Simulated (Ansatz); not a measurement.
# WSeS monolayer, Janus: phonons and vibrational spectra, part 3 of 3

Aim: the vibrations of WSeS monolayer, Janus, their spectra, and whether the structure is stable.

Ansatz 0.2.0; DFT PBEsol, scalar-relativistic, plane waves, PAW.

So far. Step 4 (Tight relaxation): The largest force component left is 0.64 meV/Å, within the tolerances set. Step 5 (Modes at Γ): Before it was imposed, the acoustic sum rule was missed by 3.0e-4 eV/Å² and the charge sum rule by 0.0011 e. Small misses are needed for a sound result but don't prove that mesh and cutoff are converged. The lowest optical mode is real, 203 cm⁻¹.

## (6) The dispersion (continued)

Harmonic thermodynamic functions per atom, from the density of states. Interpolated from a 6×6×1 q mesh. Thermodynamic functions, by row:

| T (K) | F_vib (meV/atom) | S (J/mol-atom/K) | C_V (J/mol-atom/K) |
| --- | --- | --- | --- |
| 0 | 43.32 | 0 | 0 |
| 100 | 40.3 | 7.727 | 11.51 |
| 200 | 26.48 | 18.6 | 19.4 |
| 300 | 2.6 | 27.08 | 22.15 |
| 400 | -28.99 | 33.63 | 23.29 |
| 500 | -66.66 | 38.89 | 23.86 |
| 600 | -109.3 | 43.27 | 24.18 |
| 700 | -156.2 | 47.02 | 24.37 |
| 800 | -206.6 | 50.28 | 24.5 |
| 900 | -260.2 | 53.17 | 24.59 |
| 1000 | -316.7 | 55.77 | 24.65 |

Symmetry leaves 7 wavevectors to solve. The lowest mode among them, the acoustic zeros apart, lies at q = (0, 0.167, 0) and is real, 35.6 cm⁻¹.

## (7) Another isotope, element S, natural mass 32.06 amu

An isotope changes the mass and not the force constants, so no new electronic calculation is needed; the shifts show which modes move this element.

The same force constants with the mass of S changed from 32.060 to 33.968 u (phonopy, no LO-TO term). Both lists are sorted by frequency; levels can cross, so a row need not hold one and the same mode. Modes under 3 cm⁻¹ are left out. Isotope shifts, by row:

| q | rank | natural mass (cm⁻¹) | changed mass (cm⁻¹) |
| --- | --- | --- | --- |
| 0 0 0 | 4 | 202.6 | 201.8 |
| 0 0 0 | 5 | 202.6 | 201.8 |
| 0 0 0 | 6 | 280.6 | 280.1 |
| 0 0 0 | 7 | 331 | 323.9 |
| 0 0 0 | 8 | 331 | 323.9 |
| 0 0 0 | 9 | 418.9 | 409 |
| 0 0.1667 0 | 1 | 35.56 | 35.44 |
| 0 0.1667 0 | 2 | 61.14 | 60.96 |
| 0 0.1667 0 | 3 | 93.44 | 93.2 |
| 0 0.1667 0 | 4 | 207.8 | 207.1 |
| 0 0.1667 0 | 5 | 218.7 | 218.1 |
| 0 0.1667 0 | 6 | 272.5 | 271.8 |
| 0 0.1667 0 | 7 | 330.6 | 323.3 |
| 0 0.1667 0 | 8 | 337.7 | 330.2 |
| 0 0.1667 0 | 9 | 403.4 | 393.7 |
| 0 0.3333 0 | 1 | 97.85 | 97.57 |
| 0 0.3333 0 | 2 | 100.3 | 100.1 |
| 0 0.3333 0 | 3 | 143.8 | 143.6 |
| 0 0.3333 0 | 4 | 216 | 215.4 |
| 0 0.3333 0 | 5 | 233.4 | 233 |
| 0 0.3333 0 | 6 | 260.4 | 259.9 |
| 0 0.3333 0 | 7 | 328.4 | 320.8 |
| 0 0.3333 0 | 8 | 349.5 | 340.7 |
| 0 0.3333 0 | 9 | 379.6 | 370.3 |
| 0 -0.5 0 | 1 | 111.1 | 110.8 |
| 0 -0.5 0 | 2 | 129.9 | 129.6 |
| 0 -0.5 0 | 3 | 150.6 | 150.4 |
| 0 -0.5 0 | 4 | 219.4 | 218.9 |
| 0 -0.5 0 | 5 | 236.3 | 235.9 |
| 0 -0.5 0 | 6 | 254.8 | 254.6 |
| 0 -0.5 0 | 7 | 327.6 | 319.9 |
| 0 -0.5 0 | 8 | 356.3 | 346.8 |
| 0 -0.5 0 | 9 | 371.7 | 362.6 |

A mode of this element alone would shift by -2.85 %. The highest zone-centre frequency without the field goes from 418.9 to 409.0 cm⁻¹ (-2.3 %). The product of the frequency ratios over all optical modes at Γ is 0.926; the product rule, (m/m′)^(3k/2) (M′/M)^(3/2) with k = 1 such atoms and M the mass of the cell, gives 0.926.

## (8) Another isotope, element Se, natural mass 78.971 amu

The same for Se, from 78.97 to 81.92 u.

A mode of this element alone would shift by -1.81 %. The highest zone-centre frequency without the field goes from 418.9 to 418.8 cm⁻¹ (-0.0 %). The product of the frequency ratios over all optical modes at Γ is 0.961; the product rule, (m/m′)^(3k/2) (M′/M)^(3/2) with k = 1 such atoms and M the mass of the cell, gives 0.961.

## (9) Another isotope, element W, natural mass 183.84 amu

The same for W, from 183.84 to 185.95 u.

The same force constants with the mass of W changed from 183.840 to 185.954 u (phonopy, no LO-TO term). Both lists are sorted by frequency; levels can cross, so a row need not hold one and the same mode. Modes under 3 cm⁻¹ are left out. Isotope shifts, by row:

| q | rank | natural mass (cm⁻¹) | changed mass (cm⁻¹) |
| --- | --- | --- | --- |
| 0 0 0 | 4 | 202.6 | 202.4 |
| 0 0 0 | 5 | 202.6 | 202.4 |
| 0 0 0 | 6 | 280.6 | 280.3 |
| 0 0 0 | 7 | 331 | 330.6 |
| 0 0 0 | 8 | 331 | 330.6 |
| 0 0 0 | 9 | 418.9 | 418.4 |
| 0 0.1667 0 | 1 | 35.56 | 35.44 |
| 0 0.1667 0 | 2 | 61.14 | 60.93 |
| 0 0.1667 0 | 3 | 93.44 | 93.09 |
| 0 0.1667 0 | 4 | 207.8 | 207.6 |
| 0 0.1667 0 | 5 | 218.7 | 218.4 |
| 0 0.1667 0 | 6 | 272.5 | 272.2 |
| 0 0.1667 0 | 7 | 330.6 | 330.2 |
| 0 0.1667 0 | 8 | 337.7 | 337.3 |
| 0 0.1667 0 | 9 | 403.4 | 403 |
| 0 0.3333 0 | 1 | 97.85 | 97.52 |
| 0 0.3333 0 | 2 | 100.3 | 99.99 |
| 0 0.3333 0 | 3 | 143.8 | 143.2 |
| 0 0.3333 0 | 4 | 216 | 215.7 |
| 0 0.3333 0 | 5 | 233.4 | 233.1 |
| 0 0.3333 0 | 6 | 260.4 | 260 |
| 0 0.3333 0 | 7 | 328.4 | 328.1 |
| 0 0.3333 0 | 8 | 349.5 | 349.3 |
| 0 0.3333 0 | 9 | 379.6 | 379.4 |
| 0 -0.5 0 | 1 | 111.1 | 110.7 |
| 0 -0.5 0 | 2 | 129.9 | 129.4 |
| 0 -0.5 0 | 3 | 150.6 | 150 |
| 0 -0.5 0 | 4 | 219.4 | 219.1 |
| 0 -0.5 0 | 5 | 236.3 | 236.1 |
| 0 -0.5 0 | 6 | 254.8 | 254.4 |
| 0 -0.5 0 | 7 | 327.6 | 327.4 |
| 0 -0.5 0 | 8 | 356.3 | 356.2 |
| 0 -0.5 0 | 9 | 371.7 | 371.4 |

A mode of this element alone would shift by -0.57 %. The highest zone-centre frequency without the field goes from 418.9 to 418.4 cm⁻¹ (-0.1 %). The product of the frequency ratios over all optical modes at Γ is 0.994; the product rule, (m/m′)^(3k/2) (M′/M)^(3/2) with k = 1 such atoms and M the mass of the cell, gives 0.994.

## (10) What came out

| Property | Result |
| --- | --- |
| space group after relaxation (within 0.01 Å) | P3m1 |
| area per atom | 2.97 Å² |
| gap on the k-mesh | 1.83 eV |
| highest optical mode at the zone centre (no LO-TO term) | 419 cm⁻¹ |
| lowest optical zone-centre mode | 203 cm⁻¹ |
| largest Born charge (third of the trace) | -0.685 e |
| lowest mode on the q mesh (acoustic modes at Γ apart) | 35.6 cm⁻¹ |
| highest frequency on the path or at a solved wavevector | 419 cm⁻¹ |
| zero-point energy per atom | 43.3 meV |
| heat capacity at 300 K | 22.1 J/(mol atoms K) |
| vibrational entropy at 300 K | 27.1 J/(mol atoms K) |
| imaginary modes on the 6×6×1 q mesh | none |

The structure is a minimum as far as tested: no mode is imaginary at the 7 irreducible wavevectors of the 6×6×1 mesh, and the softest away from the acoustic zeros lies at 36 cm⁻¹. Without the field, the optical modes at Γ span 203 to 419 cm⁻¹. The highest mode in this list at Γ, 418.9 cm⁻¹, is mostly motion of S (83 % of the kinetic energy). The strongest infrared line is at 203 cm⁻¹. Averaged over orientations, the strongest Raman line at 532 nm and 300 K is at 281 cm⁻¹. The tensors are the static, non-resonant ones, while 532 nm light (2.33 eV) lies above the computed gap. On the path and the mesh, the widest gap between branches runs from 281 to 328 cm⁻¹. In a sheet or slab the interpolated bending branch near Γ is rough, since the rotational sum rule isn't imposed. Dielectric tensors refer to the cell with its vacuum. The program warns that the interpolation holds no quadrupole term, so branches close to Γ can be off in this crystal. Spin-orbit coupling is left out, which can matter for the heavy elements here. The starting cell was built on a prototype and not taken from a measurement. These are harmonic frequencies at zero temperature: anharmonic shifts, linewidths and thermal expansion are left out.

[Hosts, paths, dates, database ids (printed as entryN), source tags and the programs' standing remarks are cut or masked in the printed files.]
